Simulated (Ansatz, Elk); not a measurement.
## Bonding as seen by X-rays: B4MoPt2

The structure of B4MoPt2 used here is made up (a known structure type with other elements) and was relaxed beforehand with r2SCAN. The aim is the Fourier transform of its all-electron density, F(hkl), set beside the sum over free spherical atoms that refinements use.

Main program and level: Elk 11.2.3 (patched build); DFT, PBE, all-electron APW+lo, Dirac cores, scalar-relativistic bands, static density, no spin.

The structure was built from a prototype and need not be the compound's stable phase.

### Step 1. The starting structure

It takes space group Immm (No. 71, orthorhombic). Conventional cell: a = 3.185 Å, b = 3.343 Å, c = 12.946 Å, α = 90.00°, β = 90.00°, γ = 90.00°. Nearest to Pt lie 7 B at 2.27 to 2.41 Å. Nearest to Mo lie 12 B at 2.43 to 2.47 Å. Nearest to B lie 3 B at 1.74 to 1.82 Å and 2 Pt at 2.29 Å and 4 Mo at 2.47 Å. Nearest to B lie 2 B at 1.82 Å and 5 Pt at 2.27 to 2.41 Å and 2 Mo at 2.43 Å. Farther neighbours are not listed.

### Step 2. Ground state and structure factors

An all-electron density is needed, since X-rays see the cores too. Task 0 finds the density and task 195 Fourier-transforms it; tshift is off so that phases refer to the origin typed.

File elk.in:

```
tasks
  0
  195

xctype
  20

spinpol
  .false.

rgkmax
  7.0

gmaxvr
  14.0

lmaxo
  7

lmaxapw
  8

swidth
  0.002

tshift
  .false.

ramdisk
  .false.

hmaxvr
  5.5

maxscl
  120

epspot
  1e-06

sppath
  './'

avec
  -3.00941506981 3.15863014602 12.23202377677
  3.00941506981 -3.15863014602 12.23202377677
  3.00941506981 3.15863014602 -12.23202377677

atoms
  3
  'Pt.in'
  2
  0.8114360753 0.8114360753 -0.0000000000   0.000000 0.000000 0.000000
  0.1885639247 0.1885639247 -0.0000000000   0.000000 0.000000 0.000000
  'Mo.in'
  1
  0.0000000000 0.5000000000 0.5000000000   0.000000 0.000000 0.000000
  'B.in'
  4
  0.5673025819 0.0673025819 0.5000000000   0.000000 0.000000 0.000000
  0.4326974181 0.9326974181 0.5000000000   0.000000 0.000000 0.000000
  0.6359330895 0.6359330895 -0.0000000000   0.000000 0.000000 0.000000
  0.3640669105 0.3640669105 0.0000000000   0.000000 0.000000 0.000000

ngridk
  10 10 10
```

Command:

```console
$ OMP_NUM_THREADS=4 elk
```

Numbers of over 12 decimals in the logs are rounded to 6 here.

Log:

```text
┌─────────────────────────┐
│ Elk code version 11.2.3 │
└─────────────────────────┘

All units are atomic (Hartree, Bohr, etc.)

┌─────────────────────────────────────────────────┐
│ Ground-state run starting from atomic densities │
└─────────────────────────────────────────────────┘

Lattice vectors :
  -3.009415070       3.158630146       12.23202378
   3.009415070      -3.158630146       12.23202378
   3.009415070       3.158630146      -12.23202378

Reciprocal lattice vectors :
 -0.2319819233E-16  0.9946060502      0.2568334325
   1.043921354     -0.9035605857E-17  0.2568334325
   1.043921354      0.9946060502     -0.6432592916E-17

Unit cell volume      :    465.0923277
Brillouin zone volume :   0.5333354233

Muffin-tin inner radius fraction :   0.1000000000E-01

Nuclei treated as point charges

Species : 1 (Pt)
 parameters loaded from : Pt.in
 name : platinum
 nuclear charge    :   -78.00000000
 electronic charge :    78.00000000
 atomic mass :    355605.4401
 muffin-tin radius :    2.622784328
 number of radial points in muffin-tin :   1393
 inner part over the whole radius :   0.9898075107E-02
 number on inner part of muffin-tin    :    998
 approximate nuclear radius :   0.1029052813E-03
 number of mesh points to nuclear radius :    525
 atomic positions (lattice), magnetic fields (Cartesian) :
  1 :  -0.18856392 -0.18856392  0.00000000    0.00000000  0.00000000  0.00000000
  2 :   0.18856392  0.18856392  0.00000000    0.00000000  0.00000000  0.00000000

Species : 2 (Mo)
 parameters loaded from : Mo.in
 name : molybdenum
 nuclear charge    :   -42.00000000
 electronic charge :    42.00000000
 atomic mass :    174887.9214
 muffin-tin radius :    2.600000000
 number of radial points in muffin-tin :   1193
 inner part over the whole radius :   0.9897744308E-02
 number on inner part of muffin-tin    :    848
 approximate nuclear radius :   0.8334154960E-04
 number of mesh points to nuclear radius :    419
 atomic positions (lattice), magnetic fields (Cartesian) :
  1 :   0.00000000  0.50000000  0.50000000    0.00000000  0.00000000  0.00000000

Species : 3 (B)
 parameters loaded from : B.in
 name : boron
 nuclear charge    :   -5.000000000
 electronic charge :    5.000000000
 atomic mass :    19707.24742
 muffin-tin radius :    1.620729062
 number of radial points in muffin-tin :    593
 inner part over the whole radius :   0.9805441379E-02
 number on inner part of muffin-tin    :    403
 approximate nuclear radius :   0.4534157419E-04
 number of mesh points to nuclear radius :    162
 atomic positions (lattice), magnetic fields (Cartesian) :
  1 :  -0.43269742  0.06730258  0.50000000    0.00000000  0.00000000  0.00000000
  2 :   0.43269742 -0.06730258  0.50000000    0.00000000  0.00000000  0.00000000
  3 :  -0.36406691 -0.36406691  0.00000000    0.00000000  0.00000000  0.00000000
  4 :   0.36406691  0.36406691  0.00000000    0.00000000  0.00000000  0.00000000

Total number of atoms per unit cell :    7
Total muffin-tin volume :    296.1028020
 ratio of muffin-tin to unit cell volume :   0.6366538092

Spin treatment :
 spin-unpolarised

Number of Bravais lattice symmetries :    8
Number of crystal symmetries         :    8
Crystal has inversion symmetry
Real symmetric eigensolver will be used

k-point grid :     10    10    10
k-point offset :    0.000000000       0.000000000       0.000000000
k-point set is reduced with full crystal symmetry group
Total number of k-points :      171

Muffin-tin radius times maximum |G+k| :    7.000000000
 using average radius
Maximum |G+k| for APW functions       :    3.419761428
Maximum (1/2)|G+k|²                   :    5.847384112
Maximum |G| for potential and density :    14.00000000
Constant for pseudocharge density :    9
 order of it for each species :   16  16  16
 order of it for pair densities of each species (exact exchange by exxq0 0: 17) :   16  15   5
Radial integration step length :    1

G-vector grid sizes :     60    60    60
Number of G-vectors :    21561

[...]
electron entropic           :    -0.97723706116385E-03
 total energy                :     -41046.566149996

Density of states at Fermi energy :    73.02394332
 (states/Hartree/unit cell)

Estimated indirect band gap :   0.1639105472E-03
 from k-point 48 to k-point 83
Estimated direct band gap   :   0.3607461088E-02
 at k-point 2

Charges :
 core                        :    132.0000000
 valence                     :    86.00000000
 interstitial                :    9.608483479
 muffin-tins (core leakage)
  species : 1 (Pt)
[...]
species : 2 (Mo)
[...]
species : 3 (B)
[...]
total in muffin-tins        :    208.3915165
 total calculated charge     :    217.9953914
 total charge                :    218.0000000
 error                       :   0.4608551490E-02

RMS change in Kohn-Sham potential (target) :    3.313731590     (  0.1000000000E-05)
Absolute change in total energy (target)   :    2.767392348     (  0.1000000000E-03)

[... loops 3 to 19 left out ...]

┌──────────────────┐
│ Loop number : 20 │
└──────────────────┘

Energies :
 Fermi                       :     0.493252
 sum of occupied eigenvalues :     -25100.840707860
 electron kinetic            :      46517.098007726
 core electron kinetic       :      44761.103194466
 Coulomb                     :     -86704.538569509
 Coulomb potential           :     -70500.058767952
 nuclear-nuclear             :     -3602.5894623881
 electron-nuclear            :     -95786.811628193
 Hartree                     :      12684.862521072
 Madelung                    :     -51454.509185533
 xc potential                :     -1117.8799476339
 exchange                    :     -842.39917300146
 correlation                 :     -12.588353254761
 electron entropic           :    -0.14089895201497E-02
 total energy                :     -41042.429497029

Density of states at Fermi energy :    108.0039564
 (states/Hartree/unit cell)

Estimated indirect band gap :   0.1483924518E-04
 from k-point 92 to k-point 36
Estimated direct band gap   :   0.1474871875E-02
 at k-point 20

Charges :
 core                        :    132.0000000
 valence                     :    86.00000000
 interstitial                :    8.538292754
 muffin-tins (core leakage)
  species : 1 (Pt)
[...]
species : 2 (Mo)
[...]
species : 3 (B)
[...]
total in muffin-tins        :    209.4617072
 total calculated charge     :    217.9963021
 total charge                :    218.0000000
 error                       :   0.3697899896E-02

RMS change in Kohn-Sham potential (target) :   0.6176883464E-06 (  0.1000000000E-05)
Absolute change in total energy (target)   :   0.1346128556E-04 (  0.1000000000E-03)

Convergence targets achieved

┌──────────────────┐
│ Loop number : 21 │
└──────────────────┘

Energies :
 Fermi                       :     0.493252
 sum of occupied eigenvalues :     -25100.840712339
 electron kinetic            :      46517.098008176
 core electron kinetic       :      44761.103196432
 Coulomb                     :     -86704.538567987
 Coulomb potential           :     -70500.058737552
 nuclear-nuclear             :     -3602.5894623881
 electron-nuclear            :     -95786.811655001
 Hartree                     :      12684.862549402
 Madelung                    :     -51454.509199211
 xc potential                :     -1117.8799829631
 exchange                    :     -842.39917282278
 correlation                 :     -12.588353248546
 electron entropic           :    -0.14089893088438E-02
 total energy                :     -41042.429494872

Density of states at Fermi energy :    108.0039434
 (states/Hartree/unit cell)

Estimated indirect band gap :   0.1482605572E-04
 from k-point 92 to k-point 36
Estimated direct band gap   :   0.1474896006E-02
 at k-point 20

Charges :
 core                        :    132.0000000
 valence                     :    86.00000000
 interstitial                :    8.538292960
 muffin-tins (core leakage)
  species : 1 (Pt)
[...]
species : 2 (Mo)
[...]
species : 3 (B)
[...]
atom 2                    :    3.616356758     (  0.2374387047E-03)
   atom 3                    :    3.514918004     (  0.2330764248E-03)
   atom 4                    :    3.514918004     (  0.2330764248E-03)
 total in muffin-tins        :    209.4617070
 total calculated charge     :    217.9963021
 total charge                :    218.0000000
 error                       :   0.3697899973E-02

┌──────────────────────────────┐
│ Self-consistent loop stopped │
└──────────────────────────────┘

Warning : core states of species 1 leak from the muffin-tin :   0.4143767648E-03

Warning : core states of species 3 leak from the muffin-tin :   0.2374387047E-03

Wrote STATE.OUT
```

Elapsed: 4 min, on 4 threads of Arm Neoverse V2, shared host; peak memory 0.3 GiB; 15 min of CPU time.

SFACRHO.OUT:

```text

h k l indices transformed by vhmat matrix:
   1.000000000       0.000000000       0.000000000    
   0.000000000       1.000000000       0.000000000    
   0.000000000       0.000000000       1.000000000    

      h      k      l  multipl.   |H|            Re(F)            Im(F)           |F|

      0      0      0      1   0.0000000       218.00000     -0.14725671E-17   218.00000    
      1      1     -1      2  0.51366687      -63.568346      0.46391378E-13   63.568346    
      0      1     -1      4   1.0272315       77.239980     -0.26422915E-13   77.239980    
     -2     -2      2      2   1.0273337       31.822777      0.31263755E-14   31.822777    
     -1      0      1      4   1.0750513       18.801618      0.16942938E-13   18.801618    
     -1     -2      2      4   1.2581383      -86.061472     -0.11234782E-12   86.061472    
     -1     -2      1      4   1.2974754      -148.38820     -0.13050096E-12   148.38820    
      0      0     -1      4   1.4418783       97.310446     -0.25952635E-13   97.310446    
      0      2     -1      8   1.5306426      -126.75556      0.78260238E-13   126.75556    
     -3     -3      3      2   1.5410006       115.31252      0.11396143E-12   115.31252    
      2      3     -3      4   1.6242926       152.54998     -0.16055451E-12   152.54998    
      2      3     -2      4   1.6549493       85.637888     -0.13433330E-12   85.637888    
     -2     -2      3      8   1.7704315      -30.251396      0.19968463E-13   30.251396    
     -1      1     -1      2   1.9892121       153.58833     -0.31765195E-13   153.58833    
     -2      0      0      4   2.0544631      -52.854416     -0.16539535E-13   52.854416    
     -3     -4      4      4   2.0546164      -20.992622     -0.75940669E-13   20.992622    
      4      4     -4      2   2.0546675      -87.978462      0.20956801E-12   87.978462    
      4      3     -4      4   2.0789370      -84.081232      0.56073057E-13   84.081232
```

Elk indexes on the primitive cell of elk.in and gives |H| = 4π sin θ/λ in inverse bohr. Below, one row stands for each form hkl of the conventional cell (m members, Friedel mates merged), F is for one primitive cell and the density is static (no thermal factor). Free-atom factors are Waasmaier and Kirfel's, and R is Σm||F|−|F'||/Σm|F|.

```tsv
hkl	m	sin θ/λ (Å⁻¹)	abs F, DFT	neutral atoms	diff.
002	2	0.077	63.568	63.810	-0.242
011	4	0.154	77.240	78.119	-0.879
004	2	0.154	31.823	32.327	-0.505
101	4	0.162	18.802	18.633	+0.169
013	4	0.189	86.061	86.249	-0.188
103	4	0.195	148.388	149.345	-0.957
110	4	0.217	97.310	97.539	-0.228
112	8	0.230	126.756	127.047	-0.291
006	2	0.232	115.312	116.014	-0.702
015	4	0.244	152.550	152.854	-0.304
105	4	0.249	85.638	85.711	-0.073
114	8	0.266	30.251	30.295	-0.043
020	2	0.299	153.588	153.721	-0.133
022	4	0.309	52.854	52.994	-0.140
```

### Step 3. The highest occupied states alone

An energy window below the Fermi level keeps the highest occupied states, to see at which angles they scatter; shallow core shells can lie inside it and anion s states outside. No new self-consistency is needed.

Edit elk.in of step 2 so:

```diff
@@ -1,3 +1,2 @@
 tasks
-  0
   195
@@ -40,2 +39,5 @@
 
+wsfac
+  -0.057990 0.793250
+
 sppath
```

Command:

```console
$ OMP_NUM_THREADS=4 elk
```

Log:

```text
┌─────────────────────────────────┐
│ Elk code version 11.2.3 started │
└─────────────────────────────────┘

Info(readinput): the functional depends on the density's gradient
 muffin-tin radial points multiplied by    2.00000
 (not where nrmtscf is given)

┌────────────────────┐
│ Current task : 195 │
└────────────────────┘
Info(checkmt): changed muffin-tin radius of species 1 (Pt) from   2.8000 to   2.6228
Info(checkmt): changed muffin-tin radius of species 3 (B) from   1.8000 to   1.6207

Info(sfacrho): density structure factors written to SFACRHO.OUT

 Energy window :  -0.5799000000E-01  0.7932500000

┌──────────────────┐
│ Elk code stopped │
└──────────────────┘
```

Wall time 13 s (4 threads); peak memory 0.19 GiB.

States within 15 eV below the Fermi level hold 38.00 electrons; any levels below the window count with the cores. Their amplitudes can exceed the total, where window and core parts have opposite phase:

```tsv
hkl	sin θ/λ (Å⁻¹)	abs F, window	abs F, all
002	0.077	4.703	63.568
011	0.154	1.379	77.240
004	0.154	0.655	31.823
101	0.162	2.305	18.802
013	0.189	4.363	86.061
103	0.195	5.507	148.388
110	0.217	4.553	97.310
112	0.230	5.347	126.756
006	0.232	3.385	115.312
015	0.244	5.599	152.550
```

### Step 4. Another functional

The difference from free atoms is small, so it is set against the change that LDA (Perdew-Wang) makes.

Edit elk.in of step 3 so:

```diff
@@ -1,2 +1,3 @@
 tasks
+  0
   195
@@ -4,3 +5,3 @@
 xctype
-  20
+  3
 
@@ -39,5 +40,2 @@
 
-wsfac
-  -0.057990 0.793250
-
 sppath
```

Command:

```console
$ OMP_NUM_THREADS=4 elk
```

Log:

```text
┌─────────────────────────┐
│ Elk code version 11.2.3 │
└─────────────────────────┘

All units are atomic (Hartree, Bohr, etc.)

┌─────────────────────────────────────────────────┐
│ Ground-state run starting from atomic densities │
└─────────────────────────────────────────────────┘

Lattice vectors :
  -3.009415070       3.158630146       12.23202378
   3.009415070      -3.158630146       12.23202378
   3.009415070       3.158630146      -12.23202378

Reciprocal lattice vectors :
 -0.2319819233E-16  0.9946060502      0.2568334325
[...]
species : 3 (B)
[...]
atom 3                    :    3.514642186     (  0.2494822002E-03)
   atom 4                    :    3.514642186     (  0.2494822002E-03)
 total in muffin-tins        :    209.5095123
 total calculated charge     :    217.9962315
 total charge                :    218.0000000
 error                       :   0.3768513205E-02

┌──────────────────────────────┐
│ Self-consistent loop stopped │
└──────────────────────────────┘

Warning : core states of species 1 leak from the muffin-tin :   0.4081044950E-03

Warning : core states of species 3 leak from the muffin-tin :   0.2543645025E-03

Wrote STATE.OUT
[key lines of the parts left out:]
total energy                :     -41016.829125039
```

Wall time 2.5 min (4 threads); peak memory 0.23 GiB.

Against the first run R = 0.02 %; the largest change is -0.053 at 420.

### Step 5. Basis size

The basis and the expansions that go with it are enlarged, to see whether the differences are converged.

Edit elk.in of step 4 so:

```diff
@@ -5,3 +5,3 @@
 xctype
-  3
+  20
 
@@ -11,12 +11,12 @@
 rgkmax
-  7.0
+  8.5
 
 gmaxvr
-  14.0
+  18.0
 
 lmaxo
-  7
+  9
 
 lmaxapw
-  8
+  10
```

Command:

```console
$ OMP_NUM_THREADS=4 elk
```

Log:

```text
┌─────────────────────────┐
│ Elk code version 11.2.3 │
└─────────────────────────┘

All units are atomic (Hartree, Bohr, etc.)

┌─────────────────────────────────────────────────┐
│ Ground-state run starting from atomic densities │
└─────────────────────────────────────────────────┘

Lattice vectors :
  -3.009415070       3.158630146       12.23202378
   3.009415070      -3.158630146       12.23202378
   3.009415070       3.158630146      -12.23202378

Reciprocal lattice vectors :
 -0.2319819233E-16  0.9946060502      0.2568334325
[...]
species : 3 (B)
[...]
atom 3                    :    3.517214241     (  0.2331718067E-03)
   atom 4                    :    3.517214241     (  0.2331718067E-03)
 total in muffin-tins        :    209.4746735
 total calculated charge     :    217.9982309
 total charge                :    218.0000000
 error                       :   0.1769119504E-02

┌──────────────────────────────┐
│ Self-consistent loop stopped │
└──────────────────────────────┘

Warning : core states of species 1 leak from the muffin-tin :   0.4143808891E-03

Warning : core states of species 3 leak from the muffin-tin :   0.2375611765E-03

Wrote STATE.OUT
[key lines of the parts left out:]
total energy                :     -41042.432057211
```

It took 9.5 min on 4 threads; peak memory 0.61 GiB; 37 min of CPU time.

Against the first run R = 0.00 %; the largest change is +0.014 at 220.

### Step 6. Settings against the effect

```tsv
run	R against the first run (%)	R against neutral atoms, low angle (%)	wall time
PBE, rgkmax 7	0.00	0.37	4 min
LDA (Perdew-Wang)	0.02	0.37	2.5 min
rgkmax 8.5 with larger expansions	0.00	0.37	9.5 min
```

### Step 7. What came out

```json
{"R against neutral atoms, sin θ/λ < 0.3 Å⁻¹": "0.37 %", "R against neutral atoms, 0.3 to 0.71 Å⁻¹": "0.17 %"}
```

In words: Independent neutral atoms miss the calculated amplitudes by R = 0.37 % below 0.3 Å⁻¹ and 0.17 % from there to 0.71 Å⁻¹; by shells, 0.38 % below 0.15 Å⁻¹ (1 form), 0.37 % 0.15 to 0.3 (12 forms), 0.18 % 0.3 to 0.45 (28 forms), 0.16 % above 0.45 (108 forms). Bonding, aspherical density and the tables' own atoms all enter these figures, and the runs don't part them. The largest change of an amplitude is -0.96 electrons, at 103. The window's part falls from 38.0 electrons at the origin to at most 0.48 between 0.45 and 0.71 Å⁻¹. Below 0.3 Å⁻¹ the changes that finished (LDA (Perdew-Wang) and rgkmax 8.5 with larger expansions) move F by R = 0.01 % at most, against the 0.37 % that separates it from free atoms. The k-mesh has no finished test. These runs have no spin, though d or f shells may be open. Spin-orbit coupling is left out, which can matter for elements this heavy. Part of the difference isn't bonding: the tables are fits to free atoms and ions calculated by other methods than this functional. Thermal motion, anomalous dispersion and extinction are left out.

[Logs are printed without paths, hosts, clocks, repeated set-up lines and the standing remarks that a program may print on its own settings, such as how far it seeks lower states.]

[Hosts, paths, dates, database ids (printed as entryN), source tags and the programs' standing remarks are cut or masked in the printed files.]
